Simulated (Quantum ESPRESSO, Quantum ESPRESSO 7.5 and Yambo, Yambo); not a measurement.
**SrTiO3 (Tausonite): G0W0 with Yambo, start to end**

Wanted: ground state, empty states, screening and self-energy for SrTiO3 (Tausonite).

Program: Quantum ESPRESSO 7.5 and Yambo 5.3.0. Level of theory: PBE and many-body steps on it, plane waves. Results are calculated unless marked as measured.

**Experimental background.**

- Gap 3.77 eV: direct gap (M0 critical point); spectroscopic ellipsometry, second-derivative fit; 300 K; bulk crystal (commercial single crystal) (“Optical probe of ferroelectric order in bulk and thin film perovskite titanates”, 2013, arxiv:1309.1245).

Most raw output is cut from this account.

## Step 1: The structure

The structure is cubic, space group Pm-3m (No. 221). The conventional cell has a = 3.905 Å, b = 3.905 Å, c = 3.905 Å, α = 90.00°, β = 90.00°, γ = 90.00°. Sr has 12 O at 2.76 Å nearest. Nearest to Ti lie 6 O at 1.95 Å. Nearest to O lie 2 Ti at 1.95 Å and 4 Sr at 2.76 Å. Farther neighbours and most contacts between anions are not listed.

As a file:

```cif
data_structure
_symmetry_space_group_name_H-M 'P 1'
_symmetry_Int_Tables_number 1
_cell_length_a 3.9053
_cell_length_b 3.9053
_cell_length_c 3.9053
_cell_angle_alpha 90.000
_cell_angle_beta 90.000
_cell_angle_gamma 90.000
_cell_volume 59.56
loop_
_atom_site_label
_atom_site_type_symbol
_atom_site_fract_x
_atom_site_fract_y
_atom_site_fract_z
_atom_site_occupancy
Sr1 Sr 0.50000 0.50000 0.50000 1
Ti2 Ti 0.00000 0.00000 0.00000 1
O3 O 0.50000 0.00000 0.00000 1
O4 O 0.00000 0.50000 0.00000 1
O5 O 0.00000 0.00000 0.50000 1
```

The cell and positions come from the Crystallography Open Database and are kept as given unless a step says otherwise.

## Step 2: Ground state

This step: Quantum ESPRESSO 7.5; DFT, PBE, plane waves, norm-conserving pseudopotentials.

The ground-state density comes first.

File pw.in:

```
&control
  calculation = 'scf'
  prefix = 'x'
  outdir = 'o'
  pseudo_dir = 'pseudo'
/
&system
  ibrav = 0
  nat = 5
  ntyp = 3
  ecutwfc = 76.0
  nbnd = 26
  force_symmorphic = .true.
/
&electrons
  conv_thr = 1e-10
  electron_maxstep = 80
  mixing_beta = 0.5
/
ATOMIC_SPECIES
  Sr 87.62 Sr.upf
  Ti 47.867 Ti.upf
  O 15.999 O.upf
CELL_PARAMETERS angstrom
  3.9052800000 0.0000000000 0.0000000000
  0.0000000000 3.9052800000 0.0000000000
  0.0000000000 0.0000000000 3.9052800000
ATOMIC_POSITIONS crystal
  Sr 0.5000000000 0.5000000000 0.5000000000
  Ti 0.0000000000 0.0000000000 0.0000000000
  O 0.5000000000 0.0000000000 0.0000000000
  O 0.0000000000 0.5000000000 0.0000000000
  O 0.0000000000 0.0000000000 0.5000000000
K_POINTS automatic
  6 6 6 0 0 0
```

Launch:

```sh
$ OMP_NUM_THREADS=1 mpirun -n 8 pw.x -nk 8 -in pw.in > pw.out
```

Run time: 15 s. Hardware: 8 MPI ranks of AMD EPYC 7R43, shared host; peak memory 0.63 GiB; 1.9 min of CPU time.

Numbers from this step:

```
total energy               : -3905.9468 eV
gap                        : 1.908 eV
k of the valence top       : -0.5, -0.5, -0.5
k of the conduction bottom : 0, 0, 0
least direct gap           : 2.263 eV
```

The gap is indirect, with the least direct gap 0.36 eV higher.

## Step 3: Bands along the symmetry lines

Levels along a band path, at the cheap level, show where the edges lie and whether the meshes to come will hold them.

File pw.in:

```
&control
  calculation = 'bands'
  prefix = 'x'
  outdir = 'o'
  pseudo_dir = 'pseudo'
/
&system
  ibrav = 0
  nat = 5
  ntyp = 3
  ecutwfc = 76.0
  nbnd = 26
  force_symmorphic = .true.
/
&electrons
  conv_thr = 1e-9
  electron_maxstep = 80
  diago_full_acc = .true.
  diago_thr_init = 5e-6
/
ATOMIC_SPECIES
  Sr 87.62 Sr.upf
  Ti 47.867 Ti.upf
  O 15.999 O.upf
CELL_PARAMETERS angstrom
  3.9052800000 0.0000000000 0.0000000000
  0.0000000000 3.9052800000 0.0000000000
  0.0000000000 0.0000000000 3.9052800000
ATOMIC_POSITIONS crystal
  Sr 0.5000000000 0.5000000000 0.5000000000
  Ti 0.0000000000 0.0000000000 0.0000000000
  O 0.5000000000 0.0000000000 0.0000000000
  O 0.0000000000 0.5000000000 0.0000000000
  O 0.0000000000 0.0000000000 0.5000000000
K_POINTS crystal
  50
  0.00000000 0.00000000 0.00000000 1
  0.00000000 0.06250000 0.00000000 1
  0.00000000 0.12500000 0.00000000 1
  0.00000000 0.18750000 0.00000000 1
  0.00000000 0.25000000 0.00000000 1
  0.00000000 0.31250000 0.00000000 1
  0.00000000 0.37500000 0.00000000 1
  0.00000000 0.43750000 0.00000000 1
  0.00000000 0.50000000 0.00000000 1
  0.06250000 0.50000000 0.00000000 1
  0.12500000 0.50000000 0.00000000 1
  0.18750000 0.50000000 0.00000000 1
  0.25000000 0.50000000 0.00000000 1
  0.31250000 0.50000000 0.00000000 1
  0.37500000 0.50000000 0.00000000 1
  0.43750000 0.50000000 0.00000000 1
  0.50000000 0.50000000 0.00000000 1
  0.43750000 0.43750000 0.00000000 1
  0.37500000 0.37500000 0.00000000 1
  0.31250000 0.31250000 0.00000000 1
  0.25000000 0.25000000 0.00000000 1
  0.18750000 0.18750000 0.00000000 1
  0.12500000 0.12500000 0.00000000 1
  0.06250000 0.06250000 0.00000000 1
  0.00000000 0.00000000 0.00000000 1
  0.06250000 0.06250000 0.06250000 1
  0.12500000 0.12500000 0.12500000 1
  0.18750000 0.18750000 0.18750000 1
  0.25000000 0.25000000 0.25000000 1
  0.31250000 0.31250000 0.31250000 1
  0.37500000 0.37500000 0.37500000 1
  0.43750000 0.43750000 0.43750000 1
  0.50000000 0.50000000 0.50000000 1
  0.43750000 0.50000000 0.43750000 1
  0.37500000 0.50000000 0.37500000 1
  0.31250000 0.50000000 0.31250000 1
  0.25000000 0.50000000 0.25000000 1
  0.18750000 0.50000000 0.18750000 1
  0.12500000 0.50000000 0.12500000 1
  0.06250000 0.50000000 0.06250000 1
  0.00000000 0.50000000 0.00000000 1
  0.50000000 0.50000000 0.50000000 1
  0.50000000 0.50000000 0.43750000 1
  0.50000000 0.50000000 0.37500000 1
  0.50000000 0.50000000 0.31250000 1
  0.50000000 0.50000000 0.25000000 1
  0.50000000 0.50000000 0.18750000 1
  0.50000000 0.50000000 0.12500000 1
  0.50000000 0.50000000 0.06250000 1
  0.50000000 0.50000000 0.00000000 1
```

The job ended after 9 s (8 MPI ranks; peak memory 0.58 GiB; 68 s of CPU time).

Numbers from this step:

| Property | Result |
| --- | --- |
| gap | 1.908 eV |
| k of the valence top | 0.5, 0.5, 0.5 |
| k of the conduction bottom | 0, 0, 0 |
| least direct gap | 2.263 eV |

The gap is 1.908 eV, as in the run before at this level.

Electronic bands along the path, in eV, zero at the top of the highest filled band:

| point | band 17 | band 18 | band 19 | band 20 | band 21 | band 22 | band 23 | band 24 |
| --- | --- | --- | --- | --- | --- | --- | --- | --- |
| Γ | -1.17 | -0.36 | -0.36 | -0.36 | 1.91 | 1.91 | 1.91 | 4.39 |
| halfway | -1.66 | -1.60 | -0.60 | -0.60 | 1.99 | 2.96 | 2.96 | 4.40 |
| X | -2.34 | -1.96 | -0.73 | -0.73 | 2.07 | 3.83 | 3.83 | 4.40 |
| halfway | -1.86 | -1.45 | -1.32 | -0.63 | 3.03 | 3.83 | 3.96 | 5.14 |
| M | -1.72 | -1.55 | -1.55 | -0.09 | 3.84 | 3.84 | 4.30 | 5.37 |
| halfway | -1.69 | -1.35 | -1.06 | -0.73 | 2.92 | 3.06 | 3.34 | 5.02 |
| Γ | -1.17 | -0.36 | -0.36 | -0.36 | 1.91 | 1.91 | 1.91 | 4.39 |
| halfway | -2.78 | -0.92 | -0.92 | -0.62 | 3.40 | 3.45 | 3.45 | 6.54 |
| R | -3.71 | 0.00 | 0.00 | 0.00 | 4.52 | 4.52 | 4.52 | 7.00 |
| halfway | -2.71 | -0.94 | -0.80 | -0.52 | 3.53 | 4.03 | 4.05 | 6.50 |
| X | -2.34 | -1.96 | -0.73 | -0.73 | 2.07 | 3.83 | 3.83 | 4.40 |
| jump to R | -3.71 | 0.00 | 0.00 | 0.00 | 4.52 | 4.52 | 4.52 | 7.00 |
| halfway | -3.15 | -0.66 | -0.66 | -0.04 | 4.12 | 4.12 | 4.41 | 6.82 |
| M | -1.72 | -1.55 | -1.55 | -0.09 | 3.84 | 3.84 | 4.30 | 5.37 |

## Step 4: Empty states on the mesh, 4×4×4 mesh, 67 bands

The sums over transitions need many empty states on a uniform mesh; this step solves for them.

File pw.in:

```
&control
  calculation = 'nscf'
  prefix = 'x'
  outdir = 'o'
  pseudo_dir = 'pseudo'
/
&system
  ibrav = 0
  nat = 5
  ntyp = 3
  ecutwfc = 76.0
  nbnd = 67
  force_symmorphic = .true.
/
&electrons
  conv_thr = 1e-9
  electron_maxstep = 80
  diago_full_acc = .true.
  diago_thr_init = 5e-6
/
ATOMIC_SPECIES
  Sr 87.62 Sr.upf
  Ti 47.867 Ti.upf
  O 15.999 O.upf
CELL_PARAMETERS angstrom
  3.9052800000 0.0000000000 0.0000000000
  0.0000000000 3.9052800000 0.0000000000
  0.0000000000 0.0000000000 3.9052800000
ATOMIC_POSITIONS crystal
  Sr 0.5000000000 0.5000000000 0.5000000000
  Ti 0.0000000000 0.0000000000 0.0000000000
  O 0.5000000000 0.0000000000 0.0000000000
  O 0.0000000000 0.5000000000 0.0000000000
  O 0.0000000000 0.0000000000 0.5000000000
K_POINTS automatic
  4 4 4 0 0 0
```

Launch:

```sh
$ OMP_NUM_THREADS=1 mpirun -n 8 pw.x -nk 4 -in pw.in > pw.out
```

The job ended after 7.3 s (8 MPI ranks; peak memory 0.54 GiB; 56 s of CPU time).

Numbers from this step:

| Item | Value |
| --- | --- |
| gap | 1.908 eV |
| k of the valence top | -0.5, -0.5, -0.5 |
| k of the conduction bottom | 0, 0, 0 |
| least direct gap | 2.263 eV |
| k points computed | 10 |
| lowest point of the top converged band, above the valence top | 39.47 eV |

On this mesh the gap is 1.908 eV.

## Step 5: Conversion and set-up

This step: Yambo 5.3.0; conversion and set-up on PBE, plane waves, norm-conserving pseudopotentials.

The states are converted to the many-body program's format and the q mesh is built.

Launch:

```sh
$ (cd o/x.save; p2y > p2y.log; mv SAVE ../..); yambo > setup.log
```

It took 5.8 s on 1 MPI rank; peak memory 0.25 GiB.

## Step 6: Screening and self-energy, 4×4×4 mesh, 67 bands, screening to 95.2 eV

G0W0 replaces the xc potential by the self-energy, built once from these orbitals. Only a window of levels is corrected, while the sums run over the empty bands that the input names.

This step: G0W0 on PBE, plane waves, norm-conserving pseudopotentials.

File gw1.in:

```
HF_and_locXC
gw0
dyson
ppa
em1d
rim_cut
RandQpts= 1000000
RandGvec= 1 RL
EXXRLvcs= 76 Ry
VXCRLvcs= 304 Ry
Chimod= "HARTREE"
% BndsRnXp
 1 | 67 |
%
NGsBlkXp= 7 Ry
% LongDrXp
 1 | 1 | 1 |
%
% GbndRnge
 1 | 67 |
%
DysSolver= "n"
ExtendOut
PPAPntXp= 27.21138 eV
% QPkrange
 10 | 10 | 19 | 22 |
 1 | 1 | 19 | 22 |
%
```

Launch:

```sh
$ OMP_NUM_THREADS=1 mpirun -n 8 yambo -F gw1.in -J gw1 -C gw1 > gw1.log
```

Wall time 56 s (8 MPI ranks); peak memory 3.4 GiB; 7.2 min of CPU time.

Numbers from this step:

| Item | Value |
| --- | --- |
| G0W0 gap on the points computed | 3.537 eV |
| starting gap on the mesh | 1.908 eV |
| k of the valence top | -0.5, -0.5, -0.5 |
| k of the conduction bottom | 0, 0, 0 |
| least direct G0W0 gap on the computed points | 3.889 eV |
| Z at the valence top | 0.7675 |
| Z at the conduction bottom | 0.7796 |

The gap on the mesh goes from 1.91 eV to 3.54 eV, a correction of +1.63 eV.

Limits: finite bands, cutoff and mesh; no spin-orbit coupling; coarse k mesh. v1 is the top filled band, c1 the lowest empty one. The levels before and after the correction (eV, zero at the valence-band top of each column):

|  | conduction bottom | valence top |
| --- | --- | --- |
| Kohn-Sham | 1.91 | 0.00 |
| G0W0 | 3.54 | 0.00 |

|  | level | energy (eV) |
| --- | --- | --- |
| Kohn-Sham | Γ v2-v1 | -0.355 |
| Kohn-Sham | Γ c1-c2 | 1.908 |
| Kohn-Sham | (-0.5 -0.5 -0.5) v2-v1 | 0.000 |
| Kohn-Sham | (-0.5 -0.5 -0.5) c1-c2 | 4.517 |
| G0W0 | Γ v2-v1 | -0.352 |
| G0W0 | Γ c1-c2 | 3.537 |
| G0W0 | (-0.5 -0.5 -0.5) v2-v1 | 0.000 |
| G0W0 | (-0.5 -0.5 -0.5) c1-c2 | 6.449 |

## Step 7: Where the time went

Times are wall times on the hardware named with each run, good to a factor of about two.

| step | time | share | memory (GiB) |
| --- | --- | --- | --- |
| ground state | 15 s | 16 % | 0.63 |
| bands along the symmetry lines | 9 s | 10 % | 0.58 |
| empty states on the mesh | 7.3 s | 8 % | 0.54 |
| conversion and set-up | 5.8 s | 6 % | 0.25 |
| screening and self-energy | 56 s | 60 % | 3.4 |

## Step 8: What came out

| Quantity | Value |
| --- | --- |
| PBE gap | 1.91 eV, indirect |
| G0W0 gap on the mesh | 3.54 eV |
| GW settings | 4×4×4 mesh, 67 bands, screening to 95.2 eV, Godby-Needs plasmon pole |
| known limits | not at the basis limit; no spin-orbit coupling; coarse k mesh |

G0W0 moves the gap on the mesh from 1.91 eV to 3.54 eV (+1.63 eV), with Z of 0.77 and 0.78 at the edges. Only 2 of the mesh's irreducible points were corrected, so a valley elsewhere could overtake. The dearest step here is «screening and self-energy». Against experiment, by G0W0@PBE: the direct gap of 3.89 eV lies +0.12 eV from the measured 3.77 eV (direct, 300 K, 2013). An exciton line or allowed optical edge lies below the quasiparticle gap by the binding energy; a forbidden edge can push the onset above it. The calculation has static nuclei and no excitons; a measured gap holds zero-point and thermal motion, which mostly lowers it. Bands and cutoff are finite, so the gap is not at the basis limit. The miss can reach some tenths of an eV and take either sign; the mesh is an error of its own. In the G0W0 run levels were corrected at 2 k points alone, so a gap called «on the mesh» is the least over those, and an edge elsewhere would be missed. The 4×4×4 mesh is coarse for this cell, which bears on the long-range parts of exchange and screening. This is the ideal cubic cell; many perovskites, halides above all, are cubic only on average, and local tilts or off-centring can widen the gap. The many-body steps are scalar-relativistic: spin-orbit coupling is not in them.

[Paths, hosts, dates, memory and timing lines, banners, echoed tables and standing remarks are left out of the program output.]

[Logs are printed without paths, hosts, clocks, repeated set-up lines and the standing remarks that a program may print on its own settings, such as how far it seeks lower states.]

[Runs of the session that timed out or met a known fault of the program may be left out.]

[Hosts, paths, dates, database ids (printed as entryN), source tags and the programs' standing remarks are cut or masked in the printed files.]
